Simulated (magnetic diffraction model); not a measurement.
# Magnetic neutron pattern of CrCuF3

Space group C2/m (no. 12), a = 7.0250 Å, b = 7.6530 Å, c = 5.1182 Å, β = 131.59°.

| site | atom | x | y | z |
| --- | --- | --- | --- | --- |
| 4g | Cu | 1/2 | 0.2579 | 0 |
| 2c | Cr | 0 | 0 | 1/2 |
| 2d | Cr | 1/2 | 0 | 1/2 |
| 4i | F | 0.7177 | 0 | 0.4276 |
| 4h | F | 1/2 | 0.2694 | 1/2 |
| 4i | F | 0.7769 | 0 | 0.9711 |

The compound is invented for this exercise: a known structure type with other elements, its cell scaled to their sizes and not relaxed.

Only Cr is taken to order (form factors of Cr2+); orders and moment sizes are assumed, and not adapted to the symmetry. Radiation: neutrons of λ = 2.52 Å, 3° to 85°; isotropic B of 0.41 Å² (Cu), 0.44 Å² (Cr) and 0.68 Å² (F). The intensities are simulated: I ∝ L Σ (|F_N|² + |F_M⊥|²) for unpolarised neutrons, with F_M = 2.695 fm/μB × Σ f(s) S exp(2πi Q·r) exp(−B s²) at Q = H ± k (one set where k and −k are equivalent), only the part normal to Q counting and L = 1/(sin²θ cos θ). For collinear order S is the moment m, which repeats by lattice and centring translations R with the sign exp(−2πi k·R). Form factors are spin-only for 3d ions and dipole or tabulated for f ions, scattering lengths are Sears's of 1992, and absorption is left out. A label names one of the reflections at its angle. The strongest nuclear line in the range is 100, and lines under 0.2 are left out.

Assume the order k = (0 0 0), collinear moments along [110], 3.31 μB on Cr; signs + at (0, 0, 1/2), − at (1/2, 0, 1/2).

Predict the pattern, nuclear and magnetic parts apart.

```
2θ (°)     index  nuclear  magnetic
 33.82   (1 1 0)      0.7      33.2
 34.55  (1 1 -1)      0.0      32.1
 38.43   (0 0 1)      0.4       0.0
 38.45   (0 2 0)      1.1       0.0
 55.49   (0 2 1)     10.8       0.0
 57.32   (2 0 0)      7.5       0.0
 58.29  (2 2 -1)      9.1       0.0
 59.23  (2 0 -2)     10.1       0.0
 66.14   (1 1 1)      2.6       6.7
 66.61   (1 3 0)      3.1       3.7
 67.05  (1 3 -1)      0.5       3.7
 67.47  (1 1 -2)     15.5       6.3
 71.15   (2 2 0)    100.0       0.0
 71.17  (3 1 -1)      5.6       3.3
 72.46  (3 1 -2)      5.8       3.2
 72.86  (2 2 -2)     85.0       0.0
 82.34   (0 0 2)     68.8       0.0
 82.38   (0 4 0)     78.3       0.0
```

The strongest magnetic line in the range is (1 1 0) at 33.82° (33.2). On top of the Lorentz factor, which all lines share, magnetic lines fade with angle because f falls: for Cr2+ it is 0.88, 0.62, 0.37 and 0.09 at sin θ/λ = 0.1, 0.2, 0.3 and 0.5 Å⁻¹, while nuclear lengths stay constant. The order has no net moment.

[Logs are printed without paths, hosts, clocks, repeated set-up lines and the standing remarks that a program may print on its own settings, such as how far it seeks lower states.]
